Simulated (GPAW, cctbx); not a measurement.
# What do these deviations say about the bonding?

RhPb2S4, I4/mmm (no. 139), a = 4.7173 Å, b = 4.7173 Å, c = 14.3585 Å, α = 90.00°, β = 90.00°, γ = 90.00°.

| atom | mult. | x | y | z |
| --- | --- | --- | --- | --- |
| Pb1 | 4 | 0 | 0 | 0.3650 |
| Rh1 | 2 | 0 | 0 | 0 |
| S1 | 4 | 0 | 1/2 | 0 |
| S2 | 4 | 0 | 0 | 0.1686 |

The start was made by putting kin elements into a known structure type; the compound need not exist, or be stable, in this form.

Absolute values of the static structure factors of the conventional cell from DFT (PBE, GPAW) against free spherical atoms, in electrons:

```csv
hkl,d (Å),free atoms,crystal
002,7.179,75.72,75.85
101,4.482,93.38,92.83
004,3.590,181.30,180.74
103,3.360,271.24,270.15
110,3.336,372.35,372.00
112,3.025,33.73,34.54
105,2.453,221.88,221.90
114,2.443,260.56,261.07
006,2.393,258.97,259.04
200,2.359,431.36,431.23
```

**Question.** Which way does charge move, and which reflections show it best?

Project each element's phase sum on the total phase. |F| rises if density moves to atoms that scatter in phase and falls if it moves to atoms that scatter against it; the rule is for low angles, since changes of shape take over beyond. Where all elements are in phase the terms compete, and the compactness of the donor's and the acceptor's density matters too.

| hkl | Pb in phase | Rh in phase | S in phase | change (e) | (%) |
| --- | --- | --- | --- | --- | --- |
| 002 | -0.5 | +2.0 | +1.9 | +0.13 | +0.2 |
| 101 | +2.6 | -2.0 | -2.0 | -0.55 | -0.6 |
| 004 | +3.9 | -2.0 | -2.2 | -0.56 | -0.3 |
| 103 | +3.3 | +2.0 | -4.0 | -1.09 | -0.4 |
| 110 | +4.0 | +2.0 | 0.0 | -0.35 | -0.1 |
| 112 | +0.5 | -2.0 | +6.1 | +0.81 | +2.4 |
| 105 | +1.8 | +2.0 | +2.2 | +0.01 | 0.0 |
| 114 | +3.9 | -2.0 | +5.8 | +0.51 | +0.2 |

Low-angle reflections that set elements apart and change by more than 0.05 e: 002, 101, 004, 103, 110, 112 and 114 (105 hardly moves and tells little). The signs fit a gain of density on S and a loss on Pb and Rh. The best witness is 112, +2.4 %, where S enters with +6.1. The real-space density agrees: Voronoi charges Pb +0.41, Rh +0.15, S -0.24 e. The shortest bond, Rh–S, has Δρ = +0.06 e/Å³ at its midpoint.

[Outputs are excerpts: Python notices, other lines and further rows are left out; steps that failed or that the build refused (PBEsol, TPSS) are not shown.]

[Logs are printed without paths, hosts, clocks, repeated set-up lines and the standing remarks that a program may print on its own settings, such as how far it seeks lower states.]
